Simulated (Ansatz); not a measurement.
## ZrSn2Os2: relaxing a made-up structure

Starting from a made-up structure for ZrSn2Os2, the aim is the relaxed cell, its shortest contacts and, where a second run follows, its electronic structure.

Calculated with Ansatz 0.2.0; DFT, PBE, plane-wave PAW, files of the set soft_1, scalar-relativistic, no spin, cell and ions relaxed at zero pressure; PAW set soft_1.

### 1. The structure

Symmetry: I4/mmm, No. 139, tetragonal system. Conventional cell: a = 4.190 Å, b = 4.190 Å, c = 10.765 Å, α = 90.00°, β = 90.00°, γ = 90.00°. Nearest to Os lie 4 Sn at 2.54 Å and 4 Os at 2.96 Å and 4 Zr at 3.41 Å. Nearest to Sn lie 1 Sn at 2.53 Å and 4 Os at 2.54 Å and 4 Zr at 3.22 Å. Nearest to Zr lie 8 Sn at 3.22 Å and 8 Os at 3.41 Å. Farther neighbours are not listed.

### 2. Relaxing cell and atoms

The guess takes its coordinates from another compound and its volume from a rule, so the cell and any free coordinates are relaxed together.

Contents of input.yaml:

```yaml
crystal:
  lattice:
    - [-2.095, 2.095, 5.3825]
    - [2.095, -2.095, 5.3825]
    - [2.095, 2.095, -5.3825]
  atoms:
    - { symbol: Os, position: [0.25, 0.75, 0.5] }
    - { symbol: Os, position: [0.75, 0.25, 0.5] }
    - { symbol: Sn, position: [0.6173, 0.6173, 0.0] }
    - { symbol: Sn, position: [0.3827, 0.3827, 0.0] }
    - { symbol: Zr, position: [0.0, 0.0, 0.0] }
kpoints:
  mp_grid: { grid: [9, 9, 9] }
scf:
  occupations: { method: fermi_dirac, width: 0.05 }
hamiltonian:
  xc: pbe
  pseudopotentials: { kind: paw, azcp: { folder: soft_1 } }
relax:
  f_tol: 0.015
  max_steps: 70
  cell: {}
output:
  forces: true
  stress: true
```

Launch:

```console
ansatz run input.yaml --threads 4 --pin off --max-ram 10240MiB --backend cpu --events-out ev --progress --plain --runs-dir out
```

Numbers of over 12 decimals in the logs are rounded to 6 here.

Output:

```text
basis.fft_grid_basis auto: the FFT boxes are laid along the combinations [[1, 0, 1], [0, 1, 1], [0, 0, 1]] of the cell's own vectors, 4.190, 4.190 and 6.144 Å long. The dense box has 30×30×45 points. Along the cell's own vectors, as sized, it would have 45×45×45, 2.25 times as many. Of the 16 symmetry operations that the crystal satisfies within crystal.symmetry.tolerance (time reversal apart; of a slab, those that k [...]
Engine: ansatz 0.2.0, x86_64-unknown-linux-gnu
Pseudopotentials: kind: paw
Pseudopotential: Os, paw, valence charge 16, recommended cutoff 420 eV (normal), soft_1/Os.paw.azcp
Pseudopotential: Sn, paw, valence charge 14, recommended cutoff 420 eV (normal), soft_1/Sn.paw.azcp
Pseudopotential: Zr, paw, valence charge 12, recommended cutoff 420 eV (normal), soft_1/Zr.paw.azcp
Functional definition: PBE
  parameter kappa = 0.804
  parameter beta = 0.066725
  exchange = pbe_x(kappa = kappa, mu = beta*pi^2/3)
  correlation = pbe_c(beta = beta)
Crystal: 5 atoms, lattice volume = 94.496 Å³
Basis set: ecut = 420 eV, 1829 PW (Γ), FFT grids on a1+a3, a2+a3, a3, exchange–correlation on 60×60×90 points (8 copies of the dense FFT grid, shifted against one another)
Bands: 44, of which v1, the nominal top of the filled ones, is band 36 counted from 1 (35 counted from 0)
Symmetry: 16 space group operations
Space group: I4/mmm (ITA 139), of the structure as read, at distance tolerance 4.6e-5 Å
k-points: 75 of 729
Non-local potential: Os, projectors of the file, l = 0: 3, l = 1: 2, l = 2: 2, l = 3: 1
Non-local potential: Sn, projectors of the file, l = 0: 2, l = 1: 2, l = 2: 2, l = 3: 1
Non-local potential: Zr, projectors of the file, l = 0: 3, l = 1: 2, l = 2: 2, l = 3: 1
PAW form: soft (Blöchl's): semilocal exchange-correlation on the pseudo side does not see the compensation charge
PAW one-centre angular grid: Os, 590 points (default); XC on 64 Gauss nodes
PAW one-centre angular grid: Sn, 590 points (default); XC on 64 Gauss nodes
PAW one-centre angular grid: Zr, 590 points (default); XC on 64 Gauss nodes
Initial density: superposition of atomic densities (chi_scale 0.1, normalization cell, long waves kept (reshape's long-wave potential 0.01 eV rms))
Initial wavefunctions: pseudopotential atomic-orbital guess
Functional: x = pbe(κ = 0.804, μ = 0.219515), c = pbe(β = 0.066725)
SCF iter   1: F=—  HF=-39002.674017 eV  |F-HF|=—  |Δ(HF+E_count)|=         —  Δρ=6.68e-2  dr2=1.04e1  ethr=3.10e-3  ⟨swp⟩=6.3  Hψ=12596  notcnv=0
preconditioner: auto → Kerker (q_TF=auto, 2.607 Å⁻¹)  [metal: Δε(μ)=0.012 eV  Ē_g=12.747 eV  σ=0.050 eV  W_gap=0.06  n_scr=32 (ndim 8)  ℏωp=26.5 eV  f_vac=0.000  D(μ)=4.62/eV (n_scr^D=32)]
SCF iter   2: F=—  HF=-39001.967959 eV  |F-HF|=—  |Δ(HF+E_count)|=   7.06e-1  Δρ=3.53e-2  dr2=2.70e0  ethr=3.10e-3  ⟨swp⟩=2.0  Hψ=4364  notcnv=0  defer=41
SCF iter   3: F=—  HF=-39001.739629 eV  |F-HF|=—  |Δ(HF+E_count)|=   2.28e-1  Δρ=6.18e-3  dr2=5.14e-2  ethr=3.10e-3  ⟨swp⟩=2.0  Hψ=3883  notcnv=0  defer=40
SCF iter   4: F=—  HF=-39001.737662 eV  |F-HF|=—  |Δ(HF+E_count)|=   1.97e-3  Δρ=1.20e-3  dr2=1.51e-3  ethr=7.14e-5  ⟨swp⟩=2.6  Hψ=5598  notcnv=0  defer=84
SCF iter   5: F=—  HF=-39001.737587 eV  |F-HF|=—  |Δ(HF+E_count)|=   7.50e-5  Δρ=3.21e-4  dr2=9.22e-5  ethr=2.10e-6  ⟨swp⟩=2.9  Hψ=6197  notcnv=0  defer=84
SCF iter   6: F=—  HF=-39001.737595 eV  |F-HF|=—  |Δ(HF+E_count)|=   8.27e-6  Δρ=8.82e-5  dr2=7.76e-6  ethr=1.28e-7  ⟨swp⟩=2.0  Hψ=4900  notcnv=0  defer=84
SCF iter   7: F=—  HF=-39001.737594 eV  |F-HF|=—  |Δ(HF+E_count)|=   1.31e-6  Δρ=2.53e-5  dr2=6.61e-7  ethr=1.08e-8  ⟨swp⟩=2.0  Hψ=5593  notcnv=0  defer=84
SCF iter   8: F=-39001.737594 eV  HF=-39001.737594 eV  |F-HF|=3.52e-8  |Δ(HF+E_count)|=   7.70e-8  Δρ=6.43e-6  dr2=6.12e-8  ethr=1.39e-10  ⟨swp⟩=5.0  Hψ=12379  notcnv=0
SCF 1 converged in 8 iterations: F = -39001.737594 eV  dr2 = 6.12e-8
  greatest PAW one-centre occupation: 1.000 electrons in one spin orbital (limit 2), on the Os atom at site 1 (counted from 0), in its partial waves of l = 0
relax step   1: F+E_penalty+E_count = -39001.73759405 eV  Δ(F+E_penalty+E_count) = +0.000e0 eV  max|allowed force component| = 2.754e-1 eV/Å  Δτ_max = 0.0000 Å  P = +14.535 GPa  Ω = 94.496 Å³  (8 SCF iters, dr2 threshold 1.00e-7 eV, accepted)
Crystal: 5 atoms, lattice volume = 108.343 Å³
Basis set: ecut = 420 eV, 2123 PW (Γ), FFT grids on a1+a3, a2+a3, a3, exchange–correlation on 60×60×90 points (8 copies of the dense FFT grid, shifted against one another)
Initial density: handed on by an earlier stage of this run
Initial wavefunctions: those handed on with the density
iter 1 solved again at ethr=6.17e-4 eV; its pass at ethr=3.10e-3 eV (dr2=4.45e-1 eV) is discarded
SCF iter   1: F=—  HF=-39002.018786 eV  |F-HF|=—  |Δ(HF+E_count)|=         —  Δρ=1.14e-2  dr2=4.48e-1  ethr=6.17e-4  ⟨swp⟩=1.1  Hψ=17184  notcnv=0
preconditioner: auto → Kerker (q_TF=auto, 2.549 Å⁻¹)  [metal: Δε(μ)=0.026 eV  Ē_g=12.656 eV  σ=0.050 eV  W_gap=0.13  n_scr=32 (ndim 8)  ℏωp=24.7 eV  f_vac=0.000  D(μ)=3.68/eV (n_scr^D=32)]
SCF iter   2: F=—  HF=-39001.988879 eV  |F-HF|=—  |Δ(HF+E_count)|=   2.99e-2  Δρ=6.13e-3  dr2=1.36e-1  ethr=6.17e-4  ⟨swp⟩=1.0  Hψ=3300  notcnv=0
SCF iter   3: F=—  HF=-39001.976303 eV  |F-HF|=—  |Δ(HF+E_count)|=   1.26e-2  Δρ=7.79e-4  dr2=6.60e-4  ethr=1.88e-4  ⟨swp⟩=2.0  Hψ=3889  notcnv=0
SCF iter   4: F=—  HF=-39001.976428 eV  |F-HF|=—  |Δ(HF+E_count)|=   1.25e-4  Δρ=2.02e-4  dr2=5.78e-5  ethr=9.17e-7  ⟨swp⟩=2.1  Hψ=5078  notcnv=0
SCF iter   5: F=—  HF=-39001.976404 eV  |F-HF|=—  |Δ(HF+E_count)|=   2.40e-5  Δρ=4.85e-5  dr2=3.49e-6  ethr=8.03e-8  ⟨swp⟩=2.1  Hψ=4509  notcnv=0
SCF iter   6: F=—  HF=-39001.976404 eV  |F-HF|=—  |Δ(HF+E_count)|=   2.26e-7  Δρ=2.08e-5  dr2=6.69e-7  ethr=6.94e-10  ⟨swp⟩=5.0  Hψ=12285  notcnv=0
SCF iter   7: F=-39001.976404 eV  HF=-39001.976404 eV  |F-HF|=2.05e-8  |Δ(HF+E_count)|=   8.44e-8  Δρ=5.85e-6  dr2=6.10e-8  ethr=6.94e-10  ⟨swp⟩=4.4  Hψ=10178  notcnv=0
SCF 2 converged in 7 iterations: F = -39001.976404 eV  dr2 = 6.10e-8
relax step   2: F+E_penalty+E_count = -39001.97640365 eV  Δ(F+E_penalty+E_count) = -2.388e-1 eV  max|allowed force component| = 3.732e-1 eV/Å  Δτ_max = 0.0447 Å  P = -6.872 GPa  Ω = 108.343 Å³  energy of the carried Pulay correction = -3.568e-3 eV  (7 SCF iters, dr2 threshold 5.00e-7 eV, accepted)
Crystal: 5 atoms, lattice volume = 103.839 Å³
Basis set: ecut = 420 eV, 2067 PW (Γ), FFT grids on a1+a3, a2+a3, a3, exchange–correlation on 60×60×90 points (8 copies of the dense FFT grid, shifted against one another)
iter 1 solved again at ethr=3.88e-6 eV; its pass at ethr=3.10e-3 eV (dr2=2.79e-3 eV) is discarded
SCF iter   1: F=—  HF=-39002.097580 eV  |F-HF|=—  |Δ(HF+E_count)|=         —  Δρ=1.45e-3  dr2=3.05e-3  ethr=3.88e-6  ⟨swp⟩=1.6  Hψ=16607  notcnv=0
preconditioner: auto → Kerker (q_TF=auto, 2.567 Å⁻¹)  [metal: Δε(μ)=0.038 eV  Ē_g=12.683 eV  σ=0.050 eV  W_gap=0.18  n_scr=32 (ndim 8)  ℏωp=25.2 eV  f_vac=0.000  D(μ)=3.86/eV (n_scr^D=32)]
SCF iter   2: F=—  HF=-39002.097388 eV  |F-HF|=—  |Δ(HF+E_count)|=   1.93e-4  Δρ=8.97e-4  dr2=1.18e-3  ethr=3.88e-6  ⟨swp⟩=1.0  Hψ=3300  notcnv=0
SCF iter   3: F=—  HF=-39002.097177 eV  |F-HF|=—  |Δ(HF+E_count)|=   2.10e-4  Δρ=1.16e-4  dr2=3.37e-5  ethr=1.64e-6  ⟨swp⟩=2.0  Hψ=4181  notcnv=0
SCF iter   4: F=—  HF=-39002.097173 eV  |F-HF|=—  |Δ(HF+E_count)|=   3.83e-6  Δρ=3.02e-5  dr2=1.59e-6  ethr=4.68e-8  ⟨swp⟩=2.3  Hψ=4813  notcnv=0
iter 5 did not close the SCF: its close was put off for the readings that it lacked (scf_convergence_deferred on its scf_iter line)
SCF iter   5: F=-39002.097173 eV  HF=-39002.097173 eV  |F-HF|=1.02e-7  |Δ(HF+E_count)|=   1.39e-7  Δρ=1.06e-5  dr2=1.79e-7  ethr=2.20e-9  ⟨swp⟩=2.3  Hψ=5318  notcnv=0
SCF iter   6: F=-39002.097173 eV  HF=-39002.097173 eV  |F-HF|=9.35e-9  |Δ(HF+E_count)|=   4.05e-8  Δρ=3.20e-6  dr2=1.83e-8  ethr=2.49e-10  ⟨swp⟩=2.5  Hψ=11138  notcnv=0
SCF 3 converged in 6 iterations: F = -39002.097173 eV  dr2 = 1.83e-8
relax step   3: F+E_penalty+E_count = -39002.09717323 eV  Δ(F+E_penalty+E_count) = -1.208e-1 eV  max|allowed force component| = 3.924e-2 eV/Å  Δτ_max = 0.0001 Å  P = -1.179 GPa  Ω = 103.839 Å³  energy of the carried Pulay correction = -2.462e-3 eV  (6 SCF iters, dr2 threshold 5.00e-7 eV, accepted)
[...]
relax step   4: F+E_penalty+E_count = -39002.10426505 eV  Δ(F+E_penalty+E_count) = -7.092e-3 eV  max|allowed force component| = 5.304e-2 eV/Å  Δτ_max = 0.0030 Å  P = +0.182 GPa  Ω = 102.956 Å³  energy of the carried Pulay correction = -2.239e-3 eV  (6 SCF iters, dr2 threshold 5.00e-7 eV, accepted)
[...]
relax step   5: F+E_penalty+E_count = -39002.10553353 eV  Δ(F+E_penalty+E_count) = -1.268e-3 eV  max|allowed force component| = 1.981e-2 eV/Å  Δτ_max = 0.0060 Å  P = +0.119 GPa  Ω = 103.115 Å³  energy of the carried Pulay correction = -2.279e-3 eV  (6 SCF iters, dr2 threshold 2.29e-7 eV, accepted)
[...]
relax step   6: F+E_penalty+E_count = -39002.10574462 eV  Δ(F+E_penalty+E_count) = -2.111e-4 eV  max|allowed force component| = 2.757e-3 eV/Å  Δτ_max = 0.0034 Å  P = +0.005 GPa  Ω = 103.258 Å³  energy of the carried Pulay correction = -2.315e-3 eV  (6 SCF iters, dr2 threshold 6.25e-8 eV, accepted)
Initial wavefunctions: pseudopotential atomic-orbital guess (no wavefunctions were taken with the density)
iter 1 solved again at ethr=1.19e-7 eV; its pass at ethr=3.10e-3 eV (dr2=8.56e-5 eV) is discarded
SCF iter   1: F=—  HF=-39002.107871 eV  |F-HF|=—  |Δ(HF+E_count)|=         —  Δρ=3.05e-4  dr2=6.34e-6  ethr=1.19e-7  ⟨swp⟩=3.8  Hψ=21886  notcnv=0
preconditioner: auto → Kerker (q_TF=auto, 2.569 Å⁻¹)  [metal: Δε(μ)=0.007 eV  Ē_g=12.746 eV  σ=0.050 eV  W_gap=0.03  n_scr=32 (ndim 8)  ℏωp=25.3 eV  f_vac=0.000  D(μ)=3.72/eV (n_scr^D=32)]
SCF iter   2: F=—  HF=-39002.108047 eV  |F-HF|=—  |Δ(HF+E_count)|=   1.76e-4  Δρ=1.56e-4  dr2=1.61e-6  ethr=8.80e-9  ⟨swp⟩=2.1  Hψ=6004  notcnv=0
SCF iter   3: F=—  HF=-39002.108108 eV  |F-HF|=—  |Δ(HF+E_count)|=   6.09e-5  Δρ=1.21e-5  dr2=2.25e-8  ethr=2.24e-9  ⟨swp⟩=2.0  Hψ=5922  notcnv=0
SCF iter   4: F=—  HF=-39002.108108 eV  |F-HF|=—  |Δ(HF+E_count)|=   2.73e-7  Δρ=1.66e-6  dr2=3.15e-9  ethr=3.12e-11  ⟨swp⟩=2.0  Hψ=4974  notcnv=0
SCF iter   5: F=—  HF=-39002.108108 eV  |F-HF|=—  |Δ(HF+E_count)|=  4.80e-10  Δρ=3.60e-7  dr2=3.25e-10  ethr=4.38e-12  ⟨swp⟩=2.1  Hψ=4787  notcnv=0
SCF iter   6: F=-39002.108108 eV  HF=-39002.108108 eV  |F-HF|=1.46e-11  |Δ(HF+E_count)|=  5.09e-11  Δρ=1.70e-7  dr2=4.31e-11  ethr=1.00e-12  ⟨swp⟩=5.0  Hψ=12212  notcnv=0
SCF 7 converged in 6 iterations: F = -39002.108108 eV  dr2 = 4.31e-11
relax step   7: F+E_penalty+E_count = -39002.10810833 eV  Δ(F+E_penalty+E_count) = -2.364e-3 eV  max|allowed force component| = 3.707e-3 eV/Å  Δτ_max = 0.0000 Å  P = +0.001 GPa  Ω = 103.258 Å³  stress off target by 2.31e-2 GPa  SCF on the basis re-selected at this cell (its energy is not comparable with the rows above)  (6 SCF iters)
basis re-selected at this cell: Δ(F+E_penalty+E_count) = -2.364e-3 eV, ΔP = -0.004 GPa vs the last step (what re-selecting the basis moved, of the pressure what is left beyond the Pulay correction that the steps carried, after the strain that the cell walked since its last selection, with what the two solves' SCF thresholds leave and, on support functions, any second-order correction that the steps lacked; it is no m [...]
SCF converged after 6 iterations
Free energy (F): -39002.108108 eV
Harris-Foulkes:  -39002.108108 eV  (|F-HF|=1.46e-11)
Internal energy: -39002.077430 eV  (E = F + TS)
E sigma→0 (E₀):  -39002.092769 eV
Entropy (-TS):   -0.030679 eV (-6.136 meV/atom)
Fermi energy:    15.702492 eV
--- Per-component energies (eV) ---
  E_band       = -532.941056
  E_kinetic    = 1638.485449
  E_local      = -5547.309640  (includes V_loc(G=0)·N_el)
  E_nonlocal   = 762.303733
  E_hartree    = 2347.547965
  E_xc         = -871.936205
  E_vxc        = -833.148479  (∫ρ·V_xc dr)
  E_paw        = -29802.236124  (= ΣΔE_a)
  E_vpaw       = -1248.369432  (= ΣTr[D̂ρ^β])
  E_aug_tail   = 0.001539  (compensation charges beyond the density's cutoff)
  E_ewald      = -7528.934146
  E_smearing   = -0.030679  (= −TS)
  E_closure    = 0.000000  (closes the sum)
  Σ components = -39002.108108   (vs F -39002.108108, Δ=0.00e0)
--- Forces (eV/Å), atoms counted from 1 ---
  atom   1  Os     0.00000000     0.00000000     0.00000000
  atom   2  Os     0.00000000    -0.00000000     0.00000000
  atom   3  Sn     0.00000000     0.00000000     0.00370737
  atom   4  Sn     0.00000000     0.00000000    -0.00370737
  atom   5  Zr     0.00000000     0.00000000     0.00000000
  max |Σ_I F_I| component: 1.03e-17 eV/Å
--- Stress (GPa, compression-positive) ---
        0.012786       0.000000      -0.000000
        0.000000       0.012786      -0.000000
        0.000000       0.000000      -0.023058
  P = ⅓ Tr σ = 0.0008 GPa (0.008 kbar)
--- Relaxed structure (6 steps of the walk, 6 accepted, 1 SCFs on fresh bases) ---
  F+E_penalty+E_count = -39002.10810833 eV   max|allowed force component| = 3.707e-3 eV/Å   (the final SCF, on the basis selected at the relaxed cell)
  cell:  # Å, volume = 103.2577 Å³
    - [-2.183952, 2.183952, 5.412232]
    - [2.183952, -2.183952, 5.412232]
    - [2.183952, 2.183952, -5.412232]
  atoms:
    - { symbol: Os, position: [0.250000, 0.750000, 0.500000] }
    - { symbol: Os, position: [0.750000, 0.250000, 0.500000] }
    - { symbol: Sn, position: [0.622595, 0.622595, 0] }
    - { symbol: Sn, position: [0.377405, 0.377405, 0] }
    - { symbol: Zr, position: [0, 0, 0] }
```

Wall time 17 s (4 threads of Intel Xeon Platinum 8488C (Sapphire Rapids), shared host); peak memory 0.66 GiB.

Relaxation path:

```
step  energy less that of the first step (eV)  largest force component (eV/Å)  pressure (GPa)  volume (Å³)
   1                                   0.0000                          0.2754           14.54        94.50
   2                                  -0.2388                          0.3732           -6.87       108.34
   3                                  -0.3596                          0.0392           -1.18       103.84
   4                                  -0.3667                          0.0530            0.18       102.96
   5                                  -0.3679                          0.0198            0.12       103.12
   6                                  -0.3682                          0.0028            0.00       103.26
  7*                                  -0.3705                          0.0037            0.00       103.26
```

Relaxation steps marked * repeat the geometry before them on a plane-wave basis chosen anew for their cell, so energy and pressure can jump there.

Forces are held to the 16 operations that the run works with; a distortion that breaks them can't arise in this run.

```
conventional cell, symmetrised  before   after  change
                         a (Å)   4.190   4.368  +4.2 %
                         b (Å)   4.190   4.368  +4.2 %
                         c (Å)  10.765  10.824  +0.6 %
              volume (Å³/atom)   18.90   20.65  +9.3 %
```

The atoms that moved most (Å, as changes of fractional coordinates times the final cell):

```
atom     dx     dy      dz  length
 Sn4  0.000  0.000  -0.057   0.057
 Sn3  0.000  0.000   0.057   0.057
```

The relaxed structure:

```xyz
5
Lattice="-2.1840 2.1840 5.4122 2.1840 -2.1840 5.4122 2.1840 2.1840 -5.4122" Properties=species:S:1:pos:R:3 pbc="T T T"
Os    2.1840    0.0000    2.7061
Os    0.0000    2.1840    2.7061
Sn    0.0000    0.0000    6.7393
Sn    0.0000    0.0000    4.0852
Zr    0.0000    0.0000    0.0000
```

This step gave:

```yaml
free_energy: -39002.1081 eV
energy_at_zero_smearing: -39002.0928 eV
smearing_term_ts: 0.03068 eV
fermi_energy: 15.70 eV
electrons: 72
symmetry_operations: 16
pressure: 8.38e-4 GPa
```

The shortest distance of each pair, which need not be the same contact before and after:

```
 pair  guess (Å)  relaxed (Å)
Os–Sn      2.536        2.583
Sn–Sn      2.525        2.654
Os–Os      2.963        3.089
Sn–Zr      3.221        3.362
Os–Zr      3.411        3.477
```

The relaxation ends with a largest force component of 0.0037 eV/Å and a pressure of 0.00 GPa.

### 3. Outcome

```json
{
  "space group, relaxed": "I4/mmm",
  "conventional cell": "a = 4.368, b = 4.368, c = 10.824 Å; α = 90.0°, β = 90.0°, γ = 90.0°",
  "volume per atom": "20.65 Å³ (guess 18.90)"
}
```

**Reading.** ZrSn2Os2 relaxes to I4/mmm with a = 4.368, b = 4.368 and c = 10.824 Å. The guessed volume was 8 % too small. The space group I4/mmm was held in the relaxation, so the end point is a stationary structure within it and may be a saddle against distortions or other arrangements. Mesh and cutoff weren't tested. Spin-orbit coupling is left out, which can matter for elements this heavy. No dispersion term is used, so weakly bound directions may come out too long. The runs have no spin, and magnetism wasn't tested. Nothing here tests whether the compound is stable against decomposition.

[Logs are printed without paths, hosts, clocks, repeated set-up lines and the standing remarks that a program may print on its own settings, such as how far it seeks lower states.]

[Hosts, paths, dates, database ids (printed as entryN), source tags and the programs' standing remarks are cut or masked in the printed files.]
